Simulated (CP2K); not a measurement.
Consider 2-chlorofuran at its PBE geometry (Å).

```xyz
9

Cl    2.7863   -0.6604   -0.1463
C     1.1264   -0.2845   -0.0601
C     0.4576    0.9054    0.0164
C    -0.9342    0.5620    0.0620
C    -1.0080   -0.7996    0.0122
O     0.2591   -1.3459   -0.0652
H     0.9044    1.8917    0.0379
H    -1.7721    1.2475    0.1238
H    -1.8194   -1.5162    0.0194
```

Method: CP2K XAS_TDP, all-electron GAPW, PBEh(45%), aug-pc-1, TDA, GW2X-corrected core level, no relativity.

Predict the bright core excitations at the C K edge.

Leading lines: C2 288.60 eV, C3 287.34 eV, C4 287.40 eV and C5 287.98 eV. The leading line of an atom is its first one with 35 % of the strongest within 2.5 eV of its lowest line over the strength cut. Core ionisation energies at this level: C3 291.63, C4 291.78, C2 293.75 and C5 292.99 eV.

The first six lines of each atom with a strength over 0.0015:

```tsv
atom	energy (eV)	states	strength, one atom	above the computed threshold
C2 (bonded to C, Cl and O)	288.60	1	0.0586	
	290.08	1	0.0482	
	292.11	1	0.0100	
	292.58	1	0.0020	
	292.92	1	0.0067	
	293.05	1	0.0027	
C3 (bonded to 2 C and H)	287.34	1	0.0460	
	289.59	1	0.0086	
	289.66	1	0.0123	
	290.22	1	0.0036	
	290.64	1	0.0024	
	291.12	1	0.0029	
C4 (bonded to 2 C and H)	287.40	1	0.0487	
	289.74	1	0.0082	
	289.77	1	0.0100	
	291.51	1	0.0065	
	291.78	1	0.0018	yes
	292.30	1	0.0031	yes
C5 (bonded to C, O and H)	287.98	1	0.0547	
	290.94	1	0.0185	
	291.32	1	0.0178	
	291.84	1	0.0021	
	291.96	1	0.0030	
	292.38	1	0.0031
```

Lines are vertical, at one geometry, with no vibrational structure. GW2X ionisation energies and lines can be off by 1 to 2 eV either way, and a good line position may hide errors that cancel. These values hold no scalar relativity, about 0.1 eV for C 1s. Rydberg lines, and the discretised continuum above threshold, depend on the basis and the box.

[Banner, clock and machine lines of the logs are left out without a mark of their own.]

[Logs are printed without paths, hosts, clocks, repeated set-up lines and the standing remarks that a program may print on its own settings, such as how far it seeks lower states.]

[Hosts, paths, dates, database ids (printed as entryN), source tags and the programs' standing remarks are cut or masked in the printed files.]
